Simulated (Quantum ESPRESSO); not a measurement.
## ZnS (F-43m): from Born charge to LO-TO splitting

How high does the longitudinal optical mode of ZnS (F-43m) lie, given the transverse one, the Born charge and ε∞?

Program: Quantum ESPRESSO 7.5. Level of theory: DFT PBE, scalar-relativistic, plane waves, PseudoDojo norm-conserving pseudopotentials. Results are calculated unless marked as measured.

The database entry behind the starting cell differs from later determinations by our own check (about 0.1 % short), so it need not match the best structure at ambient conditions.

## Step 1: The relaxed structure

The structure is cubic, space group F-43m (No. 216). The conventional cell has a = 5.448 Å, b = 5.448 Å, c = 5.448 Å, α = 90.00°, β = 90.00°, γ = 90.00°. Zn has 4 S at 2.36 Å nearest. S has 4 Zn at 2.36 Å nearest. Farther neighbours and most contacts between anions are not listed.

Structure file:

```
CELL_PARAMETERS angstrom
-2.72403 0.00000 2.72403
0.00000 2.72403 2.72403
-2.72403 2.72403 0.00000
ATOMIC_POSITIONS crystal
Zn 0.25000 0.25000 0.25000
S 0.00000 0.00000 0.00000
```

This is the cell after its relaxation at this level of theory, not the database cell from which that began.

## Step 2: What the response run gave

A linear-response run on the relaxed cell, with the response to an electric field; only its zone-centre results are used. Cutoff 92 Ry, k mesh 10×10×10.

Log:

```text
[banners, grids, parts of the stress and lines that vanish by symmetry left out]
Program PHONON v.7.5
     Reading xml data from directory:

[...]
Exchange-correlation= PBE
                           (   1   4   3   4   0   0   0)
[...]
(   3 q-points):
[...]
kinetic-energy cut-off    =      92.0000  Ry
     charge density cut-off    =     368.0000  Ry
     convergence threshold     =      1.0E-18
[...]
Exchange-correlation= PBE
                           (   1   4   3   4   0   0   0)
[...]
q = (   0.0000000   0.0000000   0.0000000 )
     25 Sym.Ops. (with q -> -q+G )
     G cutoff =  494.0135  (  32647 G-vectors)     FFT grid: ( 45, 45, 45)
     number of k points=    47
[...]
Mode symmetry, T_d (-43m)  point group:
[...]
Dielectric constant
[...]
End of electric fields calculation
          Dielectric constant in cartesian axis
          (       6.006666975      -0.000000000       0.000000000 )
          (      -0.000000000       6.006666975       0.000000000 )
          (       0.000000000       0.000000000       6.006666975 )
          Effective charges (d Force / dE) in cartesian axis without acoustic sum rule applied (asr)
           atom    1  Zn    Mean Z*:        2.03269
      Ex  (        2.03269        0.00000        0.00000 )
      Ey  (        0.00000        2.03269       -0.00000 )
      Ez  (       -0.00000       -0.00000        2.03269 )
           atom    2  S     Mean Z*:       -2.03584
      Ex  (       -2.03584        0.00000       -0.00000 )
      Ey  (        0.00000       -2.03584       -0.00000 )
      Ez  (       -0.00000        0.00000       -2.03584 )
          Effective charges Sum: Mean:       -0.00315
[...]
Effective charges (d Force / dE) in cartesian axis with asr applied:
           atom    1  Zn    Mean Z*:        2.03427
[...]
atom    2  S     Mean Z*:       -2.03427
[...]
Representation #   1 modes #   1   2   3
[...]
End of self-consistent calculation
     Convergence has been achieved
     Representation #   2 modes #   4   5   6
[...]
End of self-consistent calculation
     Convergence has been achieved
[...]
Dielectric constant in cartesian axis
          (       6.006666975      -0.000000000       0.000000000 )
          (      -0.000000000       6.006666975       0.000000000 )
          (       0.000000000       0.000000000       6.006666975 )
          Effective charges (d Force / dE) in cartesian axis without acoustic sum rule applied (asr)
           atom    1  Zn    Mean Z*:        2.03269
[...]
q = (    0.000000000   0.000000000   0.000000000 )
[...]
freq (    1) =      -0.093284 [THz] =      -3.111617 [cm-1]
     freq (    2) =      -0.093284 [THz] =      -3.111617 [cm-1]
     freq (    3) =      -0.093284 [THz] =      -3.111617 [cm-1]
     freq (    4) =       7.779710 [THz] =     259.503181 [cm-1]
     freq (    5) =       7.779710 [THz] =     259.503181 [cm-1]
     freq (    6) =       7.779710 [THz] =     259.503181 [cm-1]
[...]
Mode symmetry, T_d (-43m)  point group:
     freq (   1-   3) =         -3.1  [cm-1]   --> T_2  G_15 P_4   I+R
     freq (   4-   6) =        259.5  [cm-1]   --> T_2  G_15 P_4   I+R
[...]
Mode symmetry, C_3v (3m)   point group:
[...]
Representation #   1 mode #   1
[...]
End of self-consistent calculation
     Convergence has been achieved
     Representation #   2 mode #   2
[...]
End of self-consistent calculation
     Convergence has been achieved
     Representation #   3 modes #   3   4
[...]
Convergence has been achieved
     Representation #   4 modes #   5   6
[...]
Convergence has been achieved
[...]
q = (    0.353553391  -0.353553391   0.353553391 )
[...]
freq (    1) =       2.099081 [THz] =      70.017808 [cm-1]
     freq (    2) =       2.099081 [THz] =      70.017808 [cm-1]
     freq (    3) =       5.648005 [THz] =     188.397165 [cm-1]
     freq (    4) =       8.178517 [THz] =     272.805956 [cm-1]
     freq (    5) =       8.178517 [THz] =     272.805956 [cm-1]
     freq (    6) =       9.554283 [THz] =     318.696568 [cm-1]
[...]
Mode symmetry, C_3v (3m)   point group:
     freq (   1-   2) =         70.0  [cm-1]   --> E    L_3
     freq (   3-   3) =        188.4  [cm-1]   --> A_1  L_1
     freq (   4-   5) =        272.8  [cm-1]   --> E    L_3
     freq (   6-   6) =        318.7  [cm-1]   --> A_1  L_1
[...]
Mode symmetry, D_2d (-42m) point group:
[...]
Representation #   1 mode #   1
[...]
Convergence has been achieved
     Representation #   2 mode #   2
[...]
Convergence has been achieved
     Representation #   3 modes #   3   4
[...]
End of self-consistent calculation
     Convergence has been achieved
     Representation #   4 modes #   5   6
[...]
End of self-consistent calculation
     Convergence has been achieved
[...]
q = (    0.000000000  -0.707106781   0.000000000 )
[...]
freq (    1) =       2.690827 [THz] =      89.756321 [cm-1]
     freq (    2) =       2.690827 [THz] =      89.756321 [cm-1]
     freq (    3) =       6.107489 [THz] =     203.723920 [cm-1]
     freq (    4) =       8.758723 [THz] =     292.159546 [cm-1]
     freq (    5) =       8.758723 [THz] =     292.159546 [cm-1]
     freq (    6) =       9.243108 [THz] =     308.316892 [cm-1]
[...]
Mode symmetry, D_2d (-42m) point group:
     freq (   1-   2) =         89.8  [cm-1]   --> E    X_5  W_3
     freq (   3-   3) =        203.7  [cm-1]   --> A_1  X_1  W_1
     freq (   4-   5) =        292.2  [cm-1]   --> E    X_5  W_3
     freq (   6-   6) =        308.3  [cm-1]   --> B_2  X_3  W_2

   JOB DONE.
```

| quantity | value |
| --- | --- |
| cell volume Ω (Å³) | 40.426 |
| mass of Zn (u) | 65.380 |
| mass of S (u) | 32.060 |
| Born charge of Zn, raw (e) | 2.033 |
| Born charge of S, raw (e) | -2.036 |
| ε∞ | 6.007 |
| ω(TO) after the sum rule (cm⁻¹) | 259.5 |

## Step 3: The calculation

The charges must sum to zero over the cell; taking off their mean, -0.002 e, leaves Z* = 2.034 e on Zn. In the polar mode Zn moves against S, so the reduced mass is μ = 65.38 × 32.06 / 97.44 = 21.512 u.

A longitudinal wave builds up a field that adds to the restoring force: ω(LO)² = ω(TO)² + 4π Z*² / (μ Ω ε∞), in Hartree atomic units. With μ = 39213 electron masses and Ω = 272.81 bohr³ the second term is 8.0926e-07 Ha², or 38982 cm⁻² (1 Ha = 219474.6 cm⁻¹).

So ω(LO) = √(67351 + 38982) = 326.1 cm⁻¹, and by the Lyddane-Sachs-Teller relation ε₀ = ε∞ (ω(LO)/ω(TO))² = 9.48.

## Step 4: Check against the program

The analysis program adds the same non-analytic term to the full matrix, here for q along (1 0 0).

Log:

```text
[banner, memory and clock lines left out]
Program DYNMAT v.7.5

     Reading Dynamical Matrix from file x.dyn1
     ...Force constants read
     ...epsilon and Z* read

     Polarizability (A^3 units)
     multiply by 0.374688 for Clausius-Mossotti correction
        16.106583   -0.000000    0.000000
        -0.000000   16.106583    0.000000
         0.000000    0.000000   16.106583

     IR activities are in (D/A)^2/amu units

# mode   [cm-1]    [THz]      IR
    1     -0.00   -0.0000    0.0000
    2     -0.00   -0.0000    0.0000
    3      0.00    0.0000    0.0000
    4    259.52    7.7801    4.4383
    5    259.52    7.7801    4.4383
    6    326.08    9.7758    4.4383
```

ε₀ comes from the program's run without a direction of q.

| quantity | by hand | program |
| --- | --- | --- |
| ω(LO) (cm⁻¹) | 326.1 | 326.1 |
| ε₀ | 9.48 | 9.48 |

## Step 5: Summary of results

* TO mode: 259.5 cm⁻¹
* LO mode: 326.1 cm⁻¹
* static dielectric constant: 9.483

The LO mode of ZnS (F-43m) lies at 326 cm⁻¹, 67 cm⁻¹ above the TO mode; the formula meets the program within 0.1 cm⁻¹, as it must for a cubic crystal with one polar mode. ω(LO)² − ω(TO)² goes with Z*²/ε∞: an error of 5 % in ε∞ would move the LO mode by 2.9 cm⁻¹, and semilocal functionals tend to overestimate ε∞. These are harmonic values at zero temperature, at the volume of this functional, for the structure held cubic; stability elsewhere in the zone is no part of this calculation.

[Host names and launcher messages were left out of these logs when they were recorded.]

[Logs are printed without paths, hosts, clocks, repeated set-up lines and the standing remarks that a program may print on its own settings, such as how far it seeks lower states.]

[Hosts, paths, dates, database ids (printed as entryN), source tags and the programs' standing remarks are cut or masked in the printed files.]
